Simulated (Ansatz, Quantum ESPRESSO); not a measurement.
# From contact to tunnelling: a Pt chain with one bond drawn out, part 4 of 5

Wanted: T at the Fermi level along a series, and its decay constant, for a Pt chain with one bond drawn out.

Quantum ESPRESSO 7.5; plane-wave DFT, PBE, GBRV ultrasoft pseudopotentials; cross-check by Ansatz 0.2.0 with PAW datasets.

So far. Step 6 (Transmission with pwcond.x, 0.8 Å): T goes from 3.81 to 2.38, a factor of 1.6. Step 7 (The same in Ansatz, 0.8 Å): Ansatz finds T = 2.18 against pwcond's 2.38.

### Step 8. Self-consistent run, 1.4 Å

Level of this step: plane-wave DFT, PBE, GBRV ultrasoft pseudopotentials (Quantum ESPRESSO 7.5).

Contents of j2.scf.in:

```
&control
  prefix = 'j2.scf'
  outdir = './out'
  pseudo_dir = './pseudo'
  calculation = 'scf'
  tprnfor = .true.
/
&system
  ibrav = 0
  nat = 14
  ntyp = 1
  ecutwfc = 34
  ecutrho = 170
  occupations = 'smearing'
  smearing = 'mv'
  degauss = 0.01
/
&electrons
  conv_thr = 1e-07
  mixing_beta = 0.25
  electron_maxstep = 120
  mixing_mode = 'local-TF'
/
ATOMIC_SPECIES
  Pt  195.0840  pt_pbe_v1.4.uspp.F.UPF
CELL_PARAMETERS angstrom
  7.50000000000000 0.00000000000000 0.00000000000000
  0.00000000000000 7.50000000000000 0.00000000000000
  0.00000000000000 0.00000000000000 35.00000000000000
ATOMIC_POSITIONS crystal
  Pt  0.500000000000 0.500000000000 0.000000000000
  Pt  0.500000000000 0.500000000000 0.068571428571
  Pt  0.500000000000 0.500000000000 0.137142857143
  Pt  0.500000000000 0.500000000000 0.205714285714
  Pt  0.500000000000 0.500000000000 0.274285714286
  Pt  0.500000000000 0.500000000000 0.342857142857
  Pt  0.500000000000 0.500000000000 0.411428571429
  Pt  0.500000000000 0.500000000000 0.520000000000
  Pt  0.500000000000 0.500000000000 0.588571428571
  Pt  0.500000000000 0.500000000000 0.657142857143
  Pt  0.500000000000 0.500000000000 0.725714285714
  Pt  0.500000000000 0.500000000000 0.794285714286
  Pt  0.500000000000 0.500000000000 0.862857142857
  Pt  0.500000000000 0.500000000000 0.931428571429
K_POINTS automatic
  1 1 3 0 0 0
```

On the command line:

```bash
$ OMP_NUM_THREADS=1 mpirun -n 8 pw.x -nk 1 -in j2.scf.in > j2.scf.out
```

Numbers of over 12 decimals in the logs are rounded to 6 here.

Output:

```text
[banner, memory and clock lines left out]
Program PWSCF v.7.5 starts
[...]
Message from routine setup:
[...]
number of electrons       =       224.00
     number of Kohn-Sham states=          134
     kinetic-energy cutoff     =      34.0000  Ry
     charge density cutoff     =     170.0000  Ry
[...]
number of k points=     2  Marzari-Vanderbilt smearing, width (Ry)=  0.0100
[...]
Dense  grid:   497247 G-vectors     FFT dimensions: (  60,  60, 288)
[...]
negative rho (up, down):  2.767E+00 0.000E+00
     Starting wfcs are  168 randomized atomic wfcs
[...]
negative rho (up, down):  2.992E+00 0.000E+00
[...]
estimated scf accuracy    <      28.93647066 Ry
[...]
negative rho (up, down):  3.561E+00 0.000E+00
[...]
estimated scf accuracy    <      14.44807114 Ry
[...]
negative rho (up, down):  3.556E+00 0.000E+00
[...]
estimated scf accuracy    <       1.29458063 Ry
[...]
negative rho (up, down):  3.457E+00 0.000E+00
[...]
estimated scf accuracy    <       0.44960436 Ry
[...]
negative rho (up, down):  3.337E+00 0.000E+00
[...]
estimated scf accuracy    <       0.14761303 Ry
[...]
negative rho (up, down):  3.181E+00 0.000E+00
[...]
estimated scf accuracy    <       0.09430913 Ry
[...]
negative rho (up, down):  2.936E+00 0.000E+00
[...]
estimated scf accuracy    <       0.04719392 Ry
[...]
negative rho (up, down):  2.760E+00 0.000E+00
[...]
estimated scf accuracy    <       0.00908651 Ry
[...]
negative rho (up, down):  2.630E+00 0.000E+00
[...]
estimated scf accuracy    <       0.00429819 Ry
[...]
negative rho (up, down):  2.555E+00 0.000E+00
[...]
estimated scf accuracy    <       0.00134645 Ry
[...]
negative rho (up, down):  2.511E+00 0.000E+00
[...]
estimated scf accuracy    <       0.00047599 Ry
[...]
negative rho (up, down):  2.510E+00 0.000E+00
[...]
estimated scf accuracy    <       0.00019910 Ry
[...]
negative rho (up, down):  2.505E+00 0.000E+00
[...]
estimated scf accuracy    <       0.00002382 Ry
[...]
negative rho (up, down):  2.505E+00 0.000E+00
[...]
estimated scf accuracy    <       0.00001151 Ry
[...]
negative rho (up, down):  2.505E+00 0.000E+00
[...]
estimated scf accuracy    <       0.00000504 Ry
[...]
negative rho (up, down):  2.506E+00 0.000E+00
[...]
estimated scf accuracy    <       0.00000051 Ry
[...]
negative rho (up, down):  2.506E+00 0.000E+00
[...]
estimated scf accuracy    <       0.00000032 Ry
[...]
negative rho (up, down):  2.506E+00 0.000E+00
[...]
estimated scf accuracy    <       0.00000021 Ry
[...]
negative rho (up, down):  2.506E+00 0.000E+00
[...]
estimated scf accuracy    <       0.00000012 Ry
[...]
negative rho (up, down):  2.506E+00 0.000E+00
[...]
the Fermi energy is    -3.0934 ev
!    total energy              =   -2946.85981077 Ry
     estimated scf accuracy    <       0.00000007 Ry
     smearing contrib. (-TS)   =       0.00089877 Ry
     internal energy E=F+TS    =   -2946.86070954 Ry
[...]
one-electron contribution =   -3416.03788495 Ry
     hartree contribution      =    1711.46887458 Ry
     xc contribution           =    -793.35010192 Ry
     ewald contribution        =    -448.94159725 Ry
     convergence has been achieved in  20 iterations
     negative rho (up, down):  2.506E+00 0.000E+00
[...]
Total force =     0.053499     Total SCF correction =     0.000800
[...]
```

Wall time 73 s (8 MPI ranks of AMD EPYC 7B13 (Zen 3), shared host); peak memory 2.6 GiB.

This step gave:

| Property | Result |
| --- | --- |
| free energy | -40094.0703 eV |
| Fermi energy | -3.093 eV |

### Step 9. Transmission with pwcond.x, 1.4 Å

Contents of j2.cond.in:

```
&inputcond
  outdir = './out'
  prefixt = 'j2.scf'
  tran_file = 'j2.cond.dat'
  bdl = 0.6400000000
  bds = 4.6666666667
  ikind = 1
  ewind = 4.0
  epsproj = 1e-05
  nz1 = 7
  energy0 = 2.0
  denergy = -0.1
/
1
  0.00000000 0.00000000 1.00000000
41
```

On the command line:

```bash
$ OMP_NUM_THREADS=1 mpirun -n 8 pwcond.x -in j2.cond.in > j2.cond.out
```

Output:

```text
[banner, memory and clock lines left out]
Program PWCOND v.7.5 starts
[citation notice left out]

[...]
./out/j2.scf.save/

[...]
negative rho (up, down):  2.506E+00 0.000E+00
     Reading collected, re-writing distributed wavefunctions

===== INPUT FILE containing all the regions =====

     GEOMETRY:

     lattice parameter (alat)  =      14.1729  a.u.
     the volume                =   13285.7835 (a.u.)^3
     the cross section         =     200.8724 (a.u.)^2
     l of the unit cell        =       4.6667 (alat)
[...]
T_tot    -0.30000      0.12715E+01
   T_tot    -0.40000      0.10647E+01
   T_tot    -0.50000      0.91052E+00
   T_tot    -0.60000      0.75438E+00
   T_tot    -0.70000      0.67817E+00
   T_tot    -0.80000      0.64687E+00
   T_tot    -0.90000      0.63457E+00
   T_tot    -1.00000      0.63948E+00
   T_tot    -1.10000      0.65268E+00
   T_tot    -1.20000      0.61551E+00
   T_tot    -1.30000      0.50462E+00
   T_tot    -1.40000      0.41457E+00
   T_tot    -1.50000      0.37840E+00
   T_tot    -1.60000      0.37911E+00
   T_tot    -1.70000      0.29071E+00
   T_tot    -1.80000      0.26264E+00
   T_tot    -1.90000      0.24041E+00
   T_tot    -2.00000      0.22086E+00

[...]
```

The job ended after 2 min (8 MPI ranks; peak memory 0.98 GiB).

Read from the output:

- transmission at the Fermi level, one spin: 0.7985
- conductance: 0.7985 G₀

Per spin. The transmission by energy, zero at the Fermi level:

energy (eV), transmission and a bar from the least value:
```
    -2.00      0.110 
    -1.80      0.131 #
    -1.60      0.190 ###
    -1.40      0.207 ####
    -1.20      0.308 ########
    -1.00      0.320 #########
    -0.90      0.317 #########
    -0.70      0.339 ##########
    -0.50      0.455 ###############
    -0.30      0.636 #######################
    -0.10      0.808 ##############################
     0.00      0.799 ##############################
     0.10      0.742 ###########################
     0.30      0.672 ########################
     0.50      0.610 #####################
     0.70      0.550 ###################
     0.90      0.547 ###################
     1.00      0.554 ###################
     1.20      0.572 ####################
     1.40      0.593 #####################
     1.60      0.616 ######################
     1.80      0.640 #######################
     2.00      0.666 ########################
```

The run is unpolarised; a magnetic state was not tried, may lie lower and would change T.

T goes from 2.38 to 0.799, a factor of 3.0.

### Step 10. Cross-check with Ansatz, 1.4 Å

Level of this step: plane-wave DFT, PBE, Ansatz PAW (Ansatz 0.2.0).

Contents of input.yaml:

```yaml
crystal:
  lattice:
    - [7.5, 0.0, 0.0]
    - [0.0, 7.5, 0.0]
    - [0.0, 0.0, 35.0]
  atoms:
    - { symbol: Pt, position: [0.5, 0.5, 0.0] }
    - { symbol: Pt, position: [0.5, 0.5, 0.0685714286] }
    - { symbol: Pt, position: [0.5, 0.5, 0.1371428571] }
    - { symbol: Pt, position: [0.5, 0.5, 0.2057142857] }
    - { symbol: Pt, position: [0.5, 0.5, 0.2742857143] }
    - { symbol: Pt, position: [0.5, 0.5, 0.3428571429] }
    - { symbol: Pt, position: [0.5, 0.5, 0.4114285714] }
    - { symbol: Pt, position: [0.5, 0.5, 0.52] }
    - { symbol: Pt, position: [0.5, 0.5, 0.5885714286] }
    - { symbol: Pt, position: [0.5, 0.5, 0.6571428571] }
    - { symbol: Pt, position: [0.5, 0.5, 0.7257142857] }
    - { symbol: Pt, position: [0.5, 0.5, 0.7942857143] }
    - { symbol: Pt, position: [0.5, 0.5, 0.8628571429] }
    - { symbol: Pt, position: [0.5, 0.5, 0.9314285714] }
kpoints:
  mp_grid: { grid: [1, 1, 4] }
hamiltonian:
  xc: pbe
scf:
  occupations: { method: fermi_dirac, width: 0.1 }
  convergence: { dr2_threshold: 1.0e-08 }
output:
  transmission:
    leads: [[0, 1]]
    e_range: [-2.0, 2.0]
    de: 0.05
    kmesh: [1, 1]
    reduced_basis: true
  write_potential: true
  write_density: true
  volumetric_format: npy
```

On the command line:

```bash
$ ansatz run input.yaml --threads 8 --pin off --max-ram 16384MiB --backend cpu --events-out ev --progress --plain --runs-dir out
```

Output:

```text
[...]
Crystal: 14 atoms, lattice volume = 1968.750 Å³
Basis set: ecut = 420 eV, 38533 PW (Γ)
Bands: 152, of which v1, the nominal top of the filled ones, is band 126 counted from 1 (125 counted from 0)
Symmetry: 16 space group operations
[...]
k-points: 3 of 4
[...]
k-point 2: bands = [... 122 lower, -3.2510, -3.2510, -3.2047, -3.0217, -2.9412, -2.9412, -2.8495, -2.7524, ... 22 higher]
--- Transmission ---
  basis      : 497 plane waves across, 44 finite elements along
  points     : 1, standing for a mesh of 1 x 1
[...]
channels       : 4.000000e0 a spin
[...]
junction   : crystal 0 to crystal 0, -0.50 to 32.10 Å
    transmission   : 7.332557e-1 a spin
[...]
[key lines of the parts left out:]
SCF converged after 12 iterations
Free energy (F): -175284.136070 eV
Fermi energy:    -3.016526 eV
```

Elapsed: 28 s, on 8 threads; peak memory 3.9 GiB; 3.1 min of CPU time.

This step gave:

* free energy: -175284.1361 eV
* energy at zero smearing: -175283.6581 eV
* smearing term TS: 0.9559 eV
* Fermi energy: -3.017 eV
* transmission at the Fermi level, one spin: 0.7333
* step of the lead's Hamiltonian over a period: 17.3 meV

Per spin. Table of transmission by energy, zero at the Fermi level:

energy (eV), transmission and a bar from the least value:
```
    -2.00      0.108 
    -1.85      0.122 #
    -1.70      0.140 ##
    -1.60      0.172 ###
    -1.45      0.196 ####
    -1.30      0.240 ######
    -1.15      0.297 #########
    -1.05      0.321 ##########
    -0.90      0.335 ###########
    -0.75      0.359 ############
    -0.60      0.405 ##############
    -0.50      0.462 #################
    -0.45      0.637 #########################
    -0.35      0.558 ######################
    -0.20      0.659 ##########################
    -0.05      0.726 ##############################
     0.00      0.733 ##############################
     0.05      0.730 ##############################
     0.20      0.699 ############################
     0.35      0.642 ##########################
     0.50      0.602 ########################
     0.60      0.585 #######################
     0.75      0.551 #####################
     0.90      0.540 #####################
     1.05      0.553 #####################
     1.15      0.562 ######################
     1.30      0.578 #######################
     1.45      0.595 #######################
     1.60      0.613 ########################
     1.70      0.625 #########################
     1.85      0.644 ##########################
     2.00      0.664 ###########################
```

Ansatz finds T = 0.733 against pwcond's 0.799.

### Step 11. Ground state, 2.2 Å

Level of this step: plane-wave DFT, PBE, GBRV ultrasoft pseudopotentials (Quantum ESPRESSO 7.5).

Contents of j3.scf.in:

```
&control
  prefix = 'j3.scf'
  outdir = './out'
  pseudo_dir = './pseudo'
  calculation = 'scf'
  tprnfor = .true.
/
&system
  ibrav = 0
  nat = 14
  ntyp = 1
  ecutwfc = 34
  ecutrho = 170
  occupations = 'smearing'
  smearing = 'mv'
  degauss = 0.01
/
&electrons
  conv_thr = 1e-07
  mixing_beta = 0.25
  electron_maxstep = 120
  mixing_mode = 'local-TF'
/
ATOMIC_SPECIES
  Pt  195.0840  pt_pbe_v1.4.uspp.F.UPF
CELL_PARAMETERS angstrom
  7.50000000000000 0.00000000000000 0.00000000000000
  0.00000000000000 7.50000000000000 0.00000000000000
  0.00000000000000 0.00000000000000 35.80000000000000
ATOMIC_POSITIONS crystal
  Pt  0.500000000000 0.500000000000 0.000000000000
  Pt  0.500000000000 0.500000000000 0.067039106145
  Pt  0.500000000000 0.500000000000 0.134078212291
  Pt  0.500000000000 0.500000000000 0.201117318436
  Pt  0.500000000000 0.500000000000 0.268156424581
  Pt  0.500000000000 0.500000000000 0.335195530726
  Pt  0.500000000000 0.500000000000 0.402234636872
  Pt  0.500000000000 0.500000000000 0.530726256983
  Pt  0.500000000000 0.500000000000 0.597765363128
  Pt  0.500000000000 0.500000000000 0.664804469274
  Pt  0.500000000000 0.500000000000 0.731843575419
  Pt  0.500000000000 0.500000000000 0.798882681564
  Pt  0.500000000000 0.500000000000 0.865921787709
  Pt  0.500000000000 0.500000000000 0.932960893855
K_POINTS automatic
  1 1 3 0 0 0
```

On the command line:

```bash
$ OMP_NUM_THREADS=1 mpirun -n 8 pw.x -nk 1 -in j3.scf.in > j3.scf.out
```

Output:

```text
[banner, memory and clock lines left out]
Program PWSCF v.7.5 starts
[...]
Message from routine setup:
[...]
number of electrons       =       224.00
     number of Kohn-Sham states=          134
     kinetic-energy cutoff     =      34.0000  Ry
     charge density cutoff     =     170.0000  Ry
[...]
number of k points=     2  Marzari-Vanderbilt smearing, width (Ry)=  0.0100
[...]
Dense  grid:   508725 G-vectors     FFT dimensions: (  60,  60, 288)
[...]
negative rho (up, down):  2.772E+00 0.000E+00
     Starting wfcs are  168 randomized atomic wfcs
[...]
negative rho (up, down):  3.014E+00 0.000E+00
[...]
estimated scf accuracy    <      28.94623008 Ry
[...]
negative rho (up, down):  3.605E+00 0.000E+00
[...]
estimated scf accuracy    <      14.49640536 Ry
[...]
negative rho (up, down):  3.604E+00 0.000E+00
[...]
estimated scf accuracy    <       1.37546016 Ry
[...]
negative rho (up, down):  3.499E+00 0.000E+00
[...]
estimated scf accuracy    <       0.48216934 Ry
[...]
negative rho (up, down):  3.417E+00 0.000E+00
[...]
estimated scf accuracy    <       0.15561152 Ry
[...]
negative rho (up, down):  3.218E+00 0.000E+00
[...]
estimated scf accuracy    <       0.10098763 Ry
[...]
negative rho (up, down):  2.973E+00 0.000E+00
[...]
estimated scf accuracy    <       0.04669776 Ry
[...]
negative rho (up, down):  2.767E+00 0.000E+00
[...]
estimated scf accuracy    <       0.01357999 Ry
[...]
negative rho (up, down):  2.623E+00 0.000E+00
[...]
estimated scf accuracy    <       0.00590424 Ry
[...]
negative rho (up, down):  2.553E+00 0.000E+00
[...]
estimated scf accuracy    <       0.00166647 Ry
[...]
negative rho (up, down):  2.524E+00 0.000E+00
[...]
estimated scf accuracy    <       0.00055158 Ry
[...]
negative rho (up, down):  2.524E+00 0.000E+00
[...]
estimated scf accuracy    <       0.00024477 Ry
[...]
negative rho (up, down):  2.517E+00 0.000E+00
[...]
estimated scf accuracy    <       0.00004173 Ry
[...]
negative rho (up, down):  2.514E+00 0.000E+00
[...]
estimated scf accuracy    <       0.00001824 Ry
[...]
negative rho (up, down):  2.514E+00 0.000E+00
[...]
estimated scf accuracy    <       0.00000335 Ry
[...]
negative rho (up, down):  2.514E+00 0.000E+00
[...]
estimated scf accuracy    <       0.00000090 Ry
[...]
negative rho (up, down):  2.514E+00 0.000E+00
[...]
estimated scf accuracy    <       0.00000056 Ry
[...]
negative rho (up, down):  2.515E+00 0.000E+00
[...]
estimated scf accuracy    <       0.00000031 Ry
[...]
negative rho (up, down):  2.515E+00 0.000E+00
[...]
estimated scf accuracy    <       0.00000010 Ry
[...]
negative rho (up, down):  2.515E+00 0.000E+00
[...]
the Fermi energy is    -3.1106 ev
!    total energy              =   -2946.84800432 Ry
     estimated scf accuracy    <       0.00000006 Ry
     smearing contrib. (-TS)   =       0.00019488 Ry
     internal energy E=F+TS    =   -2946.84819920 Ry
[...]
one-electron contribution =   -3487.81340651 Ry
     hartree contribution      =    1747.19595596 Ry
     xc contribution           =    -793.38251493 Ry
     ewald contribution        =    -412.84823372 Ry
     convergence has been achieved in  20 iterations
     negative rho (up, down):  2.515E+00 0.000E+00
[...]
Total force =     0.069998     Total SCF correction =     0.000766
[...]
```

It took 75 s on 8 MPI ranks; peak memory 2.7 GiB.

Read from the output:

| Item | Value |
| --- | --- |
| free energy | -40093.9096 eV |
| Fermi energy | -3.111 eV |

(Continued in part 5 of 5.)

[Logs are printed without paths, hosts, clocks, repeated set-up lines and the standing remarks that a program may print on its own settings, such as how far it seeks lower states.]

[Hosts, paths, dates, database ids (printed as entryN), source tags and the programs' standing remarks are cut or masked in the printed files.]

[Maps of the electrostatic potential energy from Ansatz leave out the sawtooth potential of an applied field or a dipole correction, so their vacuum need not be flat; planar profiles and work functions include it.]
